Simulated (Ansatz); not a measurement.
**YbH3 (Fm-3m): the cell at rest**

Aim: bring YbH3 (Fm-3m) to small forces and stress, as phonons need.

Method: DFT PBE, scalar-relativistic, plane waves, PAW, in Ansatz 0.2.0.

## 1. Starting point

It takes space group Fm-3m (No. 225, cubic). Conventional cell: a = 5.210 Å, b = 5.210 Å, c = 5.210 Å, α = 90.00°, β = 90.00°, γ = 90.00°. Nearest to Yb lie 14 H at 2.26 to 2.60 Å. Nearest to H lie 4 Yb at 2.26 Å and 4 H at 2.26 Å. Nearest to H lie 8 H at 2.26 Å and 6 Yb at 2.60 Å. Farther neighbours are not listed.

## 2. Probe on a coarse mesh

First a cheap look: the gap decides the mesh and the occupations, the pressure tells how far the cell has to move.

File input.yaml:

```yaml
crystal:
  lattice:
    - [0.0, 2.604971, 2.604971]
    - [2.604971, 0.0, 2.604971]
    - [2.604971, 2.604971, 0.0]
  atoms:
    - { symbol: Yb, position: [0.0, 0.0, 0.0] }
    - { symbol: H, position: [0.75, 0.75, 0.75] }
    - { symbol: H, position: [0.25, 0.25, 0.25] }
    - { symbol: H, position: [0.5, 0.5, 0.5] }
kpoints:
  mp_grid: { grid: [6, 6, 6] }
hamiltonian:
  xc: pbe
scf:
  occupations: { method: gaussian, width: 0.1 }
output:
  forces: true
  stress: true
  eigenvalues: true
```

Run with:

```
$ ansatz run input.yaml --threads 8 --pin off --max-ram 14336MiB --backend cpu --events-out ev --progress --plain --runs-dir out
```

Numbers of over 12 decimals in the logs are rounded to 6 here.

The log of the run:

```text
Engine: ansatz 0.2.0, x86_64-unknown-linux-gnu
Pseudopotentials: kind: paw
Pseudopotential: Yb, paw, valence charge 24, recommended cutoff 420 eV (normal), Yb.paw.azcp
Pseudopotential: H, paw, valence charge 1, recommended cutoff 420 eV (normal), H.paw.azcp
Functional definition: PBE
  parameter kappa = 0.804
  parameter beta = 0.066725
  exchange = pbe_x(kappa = kappa, mu = beta*pi^2/3)
[...]
--- Band table (eV; the first three rows and the last of 16) ---
  k-point 0: bands = [... 10 lower, 10.4713, 10.4713, 12.0754, 13.3837, 14.0102, 14.0102, 14.0102, 16.6944]
  k-point 1: bands = [... 10 lower, 10.4428, 10.4721, 11.0185, 12.7759, 14.2568, 14.2568, 16.2254, 16.2899]
  k-point 2: bands = [... 10 lower, 10.4270, 10.4737, 10.5247, 12.1540, 14.0552, 14.0552, 16.9993, 16.9993]
  k-point 15: bands = [... 10 lower, 10.4429, 10.4508, 10.4512, 10.5065, 14.3075, 18.2194, 18.5559, 18.5934]
[key lines of the parts left out:]
SCF converged after 6 iterations
Free energy (F): -13844.126696 eV
Fermi energy:    10.858598 eV
P = ⅓ Tr σ = -5.3772 GPa (-53.772 kbar)
```

It took 0.44 s on 8 threads of Intel Xeon Platinum 8259CL at 2.50GHz (Skylake/Cascade Lake), shared host; peak memory 0.36 GiB.

Numbers from this step:

```yaml
pressure: -5.377 GPa
volume_per_atom: 8.839 Å³
gap_on_the_k_mesh: 0 eV
```

The coarse mesh shows no gap and a pressure of -5.4 GPa.

## 3. Relaxation

Harmonic phonons are second derivatives at a point where the forces vanish, and they are wanted at zero stress, so atoms and cell are relaxed first.

input.yaml: that of step 2 with these lines changed.

```diff
@@ -11,3 +11,3 @@
 kpoints:
-  mp_grid: { grid: [6, 6, 6] }
+  mp_grid: { grid: [14, 14, 14] }
 hamiltonian:
@@ -20 +20,6 @@
   eigenvalues: true
+relax:
+  adjacent_minimum: "off"
+  f_tol: 0.005
+  max_steps: 80
+  cell: { stress_tol: 0.05 }
```

The log of the run:

```text
[...]
Crystal: 4 atoms, lattice volume = 35.354 Å³
Basis set: ecut = 420 eV, 701 PW (Γ), exchange–correlation on 50×50×50 points (8 copies of the dense FFT grid, shifted against one another)
Bands: 18, of which v1, the nominal top of the filled ones, is band 14 counted from 1 (13 counted from 0)
Symmetry: 48 space group operations
[...]
k-points: 104 of 2744
[...]
SCF iter   1: F=—  HF=-13844.166956 eV  |F-HF|=—  |Δ(HF+E_count)|=         —  Δρ=2.32e-2  dr2=1.96e-1  ethr=1.77e-3  ⟨swp⟩=5.0  Hψ=8746  notcnv=0
[...]
SCF iter   7: F=-13844.137019 eV  HF=-13844.137019 eV  |F-HF|=3.56e-8  |Δ(HF+E_count)|=   5.53e-7  Δρ=1.90e-5  dr2=8.30e-8  ethr=3.70e-10  ⟨swp⟩=8.8  Hψ=11274  notcnv=0
SCF 1 converged in 7 iterations: F = -13844.137019 eV  dr2 = 8.30e-8
[...]
relax step   1: F+E_penalty+E_count = -13844.13701941 eV  Δ(F+E_penalty+E_count) = +0.000e0 eV  max|allowed force component| = 6.144e-19 eV/Å  Δτ_max = 0.0000 Å  P = -5.400 GPa  Ω = 35.354 Å³  (7 SCF iters, dr2 threshold 1.00e-7 eV, accepted)
Crystal: 4 atoms, lattice volume = 30.431 Å³
Basis set: ecut = 420 eV, 609 PW (Γ), exchange–correlation on 50×50×50 points (8 copies of the dense FFT grid, shifted against one another)
[...]
iter 1 solved again at ethr=2.66e-3 eV; its pass at ethr=3.10e-3 eV (dr2=7.17e-1 eV) is discarded
[...]
SCF iter   8: F=-13844.135819 eV  HF=-13844.135819 eV  |F-HF|=9.87e-9  |Δ(HF+E_count)|=   5.08e-7  Δρ=9.52e-6  dr2=1.08e-8  ethr=1.48e-9  ⟨swp⟩=8.5  Hψ=10818  notcnv=0
SCF 2 converged in 8 iterations: F = -13844.135819 eV  dr2 = 1.08e-8
relax step   2: F+E_penalty+E_count = -13844.13581872 eV  Δ(F+E_penalty+E_count) = +1.201e-3 eV  max|allowed force component| = 2.476e-18 eV/Å  Δτ_max = 0.0000 Å  P = +7.425 GPa  Ω = 30.431 Å³  energy of the carried Pulay correction = +5.602e-3 eV  (8 SCF iters, dr2 threshold 4.00e-7 eV, rejected (line search))
Crystal: 4 atoms, lattice volume = 33.100 Å³
Basis set: ecut = 420 eV, 645 PW (Γ), exchange–correlation on 50×50×50 points (8 copies of the dense FFT grid, shifted against one another)
[...]
SCF iter  10: F=-13844.184186 eV  HF=-13844.184186 eV  |F-HF|=0.00e0  |Δ(HF+E_count)|=  5.42e-10  Δρ=2.35e-7  dr2=8.71e-12  ethr=1.00e-12  ⟨swp⟩=6.8  Hψ=10753  notcnv=0
SCF 3 converged in 10 iterations: F = -13844.184186 eV  dr2 = 8.71e-12
relax step   3: F+E_penalty+E_count = -13844.18418584 eV  Δ(F+E_penalty+E_count) = -4.717e-2 eV  max|allowed force component| = 2.873e-18 eV/Å  Δτ_max = 0.0000 Å  P = -0.689 GPa  Ω = 33.100 Å³  energy of the carried Pulay correction = +2.465e-3 eV  (10 SCF iters, accepted)
[...]
relax step   4: F+E_penalty+E_count = -13844.18511741 eV  Δ(F+E_penalty+E_count) = -9.316e-4 eV  max|allowed force component| = 9.939e-19 eV/Å  Δτ_max = 0.0000 Å  P = +0.083 GPa  Ω = 32.794 Å³  energy of the carried Pulay correction = +2.812e-3 eV  (6 SCF iters, dr2 threshold 4.00e-7 eV, accepted)
[...]
relax step   5: F+E_penalty+E_count = -13844.18508990 eV  Δ(F+E_penalty+E_count) = +2.751e-5 eV  max|allowed force component| = 7.047e-19 eV/Å  Δτ_max = 0.0000 Å  P = +0.002 GPa  Ω = 32.825 Å³  energy of the carried Pulay correction = +2.776e-3 eV  (6 SCF iters, dr2 threshold 1.71e-8 eV, accepted)
[...]
SCF iter   7: F=-13844.182719 eV  HF=-13844.182719 eV  |F-HF|=5.46e-12  |Δ(HF+E_count)|=  3.09e-11  Δρ=6.07e-8  dr2=1.78e-12  ethr=1.00e-12  ⟨swp⟩=5.5  Hψ=7820  notcnv=0
SCF 6 converged in 7 iterations: F = -13844.182719 eV  dr2 = 1.78e-12
relax step   6: F+E_penalty+E_count = -13844.18271871 eV  Δ(F+E_penalty+E_count) = +2.371e-3 eV  max|allowed force component| = 7.409e-19 eV/Å  Δτ_max = 0.0000 Å  P = -0.048 GPa  Ω = 32.825 Å³  stress off target by 4.78e-2 GPa  SCF on the basis re-selected at this cell (its energy is not comparable with the rows above)  (7 SCF iters)
basis re-selected at this cell: Δ(F+E_penalty+E_count) = +2.371e-3 eV, ΔP = -0.049 GPa vs the last step (what re-selecting the basis moved, of the pressure what is left beyond the Pulay correction that the steps carried, after the strain that the cell walked since its last selection, with what the two solves' SCF thresholds leave and, on support functions, any second-order correction that the steps lacked; it is no m [...]
SCF converged after 7 iterations
Free energy (F): -13844.182719 eV
[...]
Internal energy: -13844.171694 eV  (E = F + TS)
E sigma→0 (E₀):  -13844.177206 eV
Entropy (-TS):   -0.011025 eV (-2.756 meV/atom)
Fermi energy:    11.931832 eV
[...]
--- Stress (GPa, compression-positive) ---
       -0.047800       0.000000       0.000000
        0.000000      -0.047800      -0.000000
        0.000000      -0.000000      -0.047800
  P = ⅓ Tr σ = -0.0478 GPa (-0.478 kbar)
--- Band table (eV; the first three rows and the last of 104) ---
  k-point 0: bands = [... 10 lower, 11.5974, 11.5974, 13.3319, 14.6946, 15.0702, 15.0702, 15.0702, 17.9623]
  k-point 1: bands = [... 10 lower, 11.5899, 11.5976, 12.9096, 14.5435, 15.1382, 15.1382, 15.7256, 17.8287]
  k-point 2: bands = [... 10 lower, 11.5706, 11.5982, 12.3215, 14.1753, 15.2932, 15.2932, 17.0277, 17.5750]
  k-point 103: bands = [... 10 lower, 11.5650, 11.5782, 11.5855, 11.6147, 15.0645, 19.8716, 20.0449, 20.0532]
--- Relaxed structure (5 steps of the walk, 4 accepted, 1 SCFs on fresh bases) ---
  F+E_penalty+E_count = -13844.18271871 eV   max|allowed force component| = 7.409e-19 eV/Å   (the final SCF, on the basis selected at the relaxed cell)
  cell:  # Å, volume = 32.8254 Å³
    - [0, 2.541324, 2.541324]
    - [2.541324, 0, 2.541324]
    - [2.541324, 2.541324, 0]
  atoms:
    - { symbol: Yb, position: [0, 0, 0] }
    - { symbol: H, position: [0.75, 0.75, 0.75] }
    - { symbol: H, position: [0.25, 0.25, 0.25] }
    - { symbol: H, position: [0.5, 0.5, 0.5] }
```

Wall time 4.7 s (8 threads); peak memory 0.5 GiB; 28 s of CPU time.

The steps of the relaxation:

```csv
step,energy less that of the first step (eV),largest force component (eV/Å),pressure (GPa),volume (Å³)
1,0.0000,0.0000,-5.40,35.35
2,0.0012,0.0000,7.42,30.43
3,-0.0472,0.0000,-0.69,33.10
4,-0.0481,0.0000,0.08,32.79
5,-0.0481,0.0000,0.00,32.83
6*,-0.0457,0.0000,-0.05,32.83
```

Relaxation steps marked * repeat the geometry before them on a plane-wave basis chosen anew for their cell, so energy and pressure can jump there. Relaxation step 2 was tried and not accepted.

Forces are held to the 48 operations that the run works with; a distortion that breaks them can't arise in this run.

```csv
"conventional cell, symmetrised",before,after,change
a (Å),5.210,5.083,-2.4 %
b (Å),5.210,5.083,-2.4 %
c (Å),5.210,5.083,-2.4 %
volume (Å³/atom),8.84,8.21,-7.2 %
```

Final coordinates:

```xyz
4
Lattice="0.0000 2.5413 2.5413 2.5413 0.0000 2.5413 2.5413 2.5413 0.0000" Properties=species:S:1:pos:R:3 pbc="T T T"
Yb    0.0000    0.0000    0.0000
H     3.8120    3.8120    3.8120
H     1.2707    1.2707    1.2707
H     2.5413    2.5413    2.5413
```

Numbers from this step:

* pressure: -0.04780 GPa
* volume per atom: 8.206 Å³

In this step the volume went from 8.84 to 8.21 Å³/atom.

## 4. Relaxing to small forces for the phonons

Phonons need a cell at rest on their own settings, so the relaxation is repeated with tight tolerances on forces and stress, using the mesh and the filling of the phonon run that follows.

File input.yaml:

```yaml
crystal:
  lattice:
    - [0.0, 2.5413242959, 2.5413242959]
    - [2.5413242959, 0.0, 2.5413242959]
    - [2.5413242959, 2.5413242959, 0.0]
  atoms:
    - { symbol: Yb, position: [0.0, 0.0, 0.0] }
    - { symbol: H, position: [0.75, 0.75, 0.75] }
    - { symbol: H, position: [0.25, 0.25, 0.25] }
    - { symbol: H, position: [0.5, 0.5, 0.5] }
kpoints:
  mp_grid: { grid: [16, 16, 16] }
hamiltonian:
  xc: pbe
scf:
  occupations: { method: methfessel_paxton, width: 0.2 }
output:
  forces: true
  stress: true
  eigenvalues: true
relax:
  adjacent_minimum: "off"
  f_tol: 0.001
  max_steps: 60
  cell: { stress_tol: 0.01 }
```

The log of the run:

```text
[...]
Crystal: 4 atoms, lattice volume = 32.825 Å³
Basis set: ecut = 420 eV, 645 PW (Γ), exchange–correlation on 50×50×50 points (8 copies of the dense FFT grid, shifted against one another)
Bands: 18, of which v1, the nominal top of the filled ones, is band 14 counted from 1 (13 counted from 0)
[... 1 set-up line as in the run before ...]
[...]
k-points: 145 of 4096
[...]
--- Relaxed structure (4 steps of the walk, 3 accepted, 2 SCFs on fresh bases) ---
[...]
cell:  # Å, volume = 32.6303 Å³
    - [0, 2.536279, 2.536279]
    - [2.536279, 0, 2.536279]
    - [2.536279, 2.536279, 0]
  atoms:
    - { symbol: Yb, position: [0, 0, 0] }
    - { symbol: H, position: [0.75, 0.75, 0.75] }
    - { symbol: H, position: [0.250000, 0.250000, 0.250000] }
    - { symbol: H, position: [0.500000, 0.500000, 0.500000] }
[key lines of the parts left out:]
SCF converged after 5 iterations
Free energy (F): -13844.158932 eV
Fermi energy:    12.003091 eV
P = ⅓ Tr σ = -0.0003 GPa (-0.003 kbar)
```

Elapsed: 5.5 s, on 8 threads; peak memory 0.49 GiB; 33 s of CPU time.

The steps of the relaxation:

```csv
step,energy less that of the first step (eV),largest force component (eV/Å),pressure (GPa),volume (Å³)
1,0.0000,0.0000,-0.50,32.83
2,-0.0003,0.0000,0.69,32.38
3,-0.0005,0.0000,-0.01,32.63
4*,-0.0003,0.0000,-0.01,32.63
5,-0.0003,0.0000,0.00,32.63
6*,-0.0003,0.0000,0.00,32.63
```

Relaxation steps marked * repeat the geometry before them on a plane-wave basis chosen anew for their cell, so energy and pressure can jump there. Relaxation step 2 was tried and not accepted.

The run keeps the 48 symmetry operations that it works with, so distortions that break them were not tested.

```csv
"conventional cell, symmetrised",before,after,change
a (Å),5.083,5.073,-0.2 %
b (Å),5.083,5.073,-0.2 %
c (Å),5.083,5.073,-0.2 %
volume (Å³/atom),8.21,8.16,-0.6 %
```

The relaxed structure:

```
Yb H
1.0
     0.00000    2.53628    2.53628
     2.53628    0.00000    2.53628
     2.53628    2.53628    0.00000
Yb H
1 3
Direct
  0.00000 0.00000 0.00000
  0.75000 0.75000 0.75000
  0.25000 0.25000 0.25000
  0.50000 0.50000 0.50000
```

Numbers from this step:

| Quantity | Value |
| --- | --- |
| pressure | -2.93e-4 GPa |
| volume per atom | 8.158 Å³ |

The forces vanish by symmetry and the pressure is 0.000 GPa, within the tolerances set. The cell now holds 8.16 Å³/atom.

## 5. Results

```json
{
 "space group after relaxation (within 0.01 Å)": "Fm-3m",
 "lattice constant a": "5.073 Å",
 "lattice constant b": "5.073 Å",
 "lattice constant c": "5.073 Å",
 "volume per atom": "8.16 Å³"
}
```

In words: The forces vanish by symmetry and the pressure is 0.000 GPa, within the tolerances set. The cell now holds 8.16 Å³/atom. The relaxation keeps the symmetry of its start, so it says nothing on stability against lower symmetry. The runs are without spin polarisation, although the cell has an odd electron count. The 4f shell is treated without a U, so valence and screening may be off. Spin-orbit coupling is left out, which can matter for the heavy elements here.

[Logs are printed without paths, hosts, clocks, repeated set-up lines and the standing remarks that a program may print on its own settings, such as how far it seeks lower states.]

[Hosts, paths, dates, database ids (printed as entryN), source tags and the programs' standing remarks are cut or masked in the printed files.]
